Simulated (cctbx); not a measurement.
# What resolution and counting buy: MnCuSnO4

Space group Imma (no. 74), a = 5.9260 Å, b = 6.1540 Å, c = 8.7260 Å, α = 90.00°, β = 90.00°, γ = 90.00°.

| atom | mult. | x | y | z | Ueq (Å²) |
| --- | --- | --- | --- | --- | --- |
| Sn1 | 4 | 0 | 0 | 0 | 0.0028 |
| Cu1 | 4 | 1/2 | 1/4 | 0.8710 | 0.0062 |
| Mn1 | 4 | 1/4 | 1/4 | 1/4 | 0.0120 |
| O1 | 8 | 1/2 | 0.9801 | 0.7559 | 0.0092 |
| O2 | 8 | 0.7471 | 1/4 | 0.0108 | 0.0105 |

The model is made up (kin elements in a known structure type, no relaxation), so it says nothing on whether the phase exists.

Five simulated data sets (cctbx; Mo Kα, λ = 0.71073 Å; 2 % proportional error) differ in resolution or exposure (noise floor 2 counts in the first three, 8 in the last two). Each is refined with the right model, isotropic at 1.1 Å and anisotropic otherwise. How do the figures of merit and the uncertainties move?

```
d min (Å)  top counts  ⟨I/σ⟩ (unmerged, absences included)  unique  param. (scale apart)   Rint      R1  GooF  largest s.u. xyz (fractional)  s.u. U of O1 (Å²)  largest error (Å)
      1.1       20000                                 12.9      82                    10  0.019  0.0120  2.27                        0.00096             0.0016             0.0062
     0.84       20000                                 11.3     172                    24  0.018  0.0053  0.88                        0.00026             0.0008             0.0037
      0.6       20000                                  9.5     446                    24  0.023  0.0069  0.90                        0.00017             0.0003             0.0018
     0.75         300                                  1.0     235                    24  0.264  0.0520  0.87                        0.00333             0.0072             0.0472
     0.75        3000                                  4.5     235                    24  0.051  0.0125  0.88                        0.00065             0.0015             0.0084
```

GooF reaches 2.27 where the model lacks something that the data hold (anisotropy at the isotropic level, for one). The s.u. of U for O1 goes 0.0016, 0.0008, 0.0003 Å² with resolution and 0.0072, 0.0015 Å² with exposure.

The 1.1 Å row also differs in its displacement model, so it isn't a clean test of resolution.

Hardware for the 0.6 Å refinement: 0.54 s on 1 thread of Intel(R) Xeon(R) Platinum 8259CL CPU @ 2.50GHz (Skylake/Cascade Lake) (shared host), peak memory 0.09 GiB.

[Logs are printed without paths, hosts, clocks, repeated set-up lines and the standing remarks that a program may print on its own settings, such as how far it seeks lower states.]
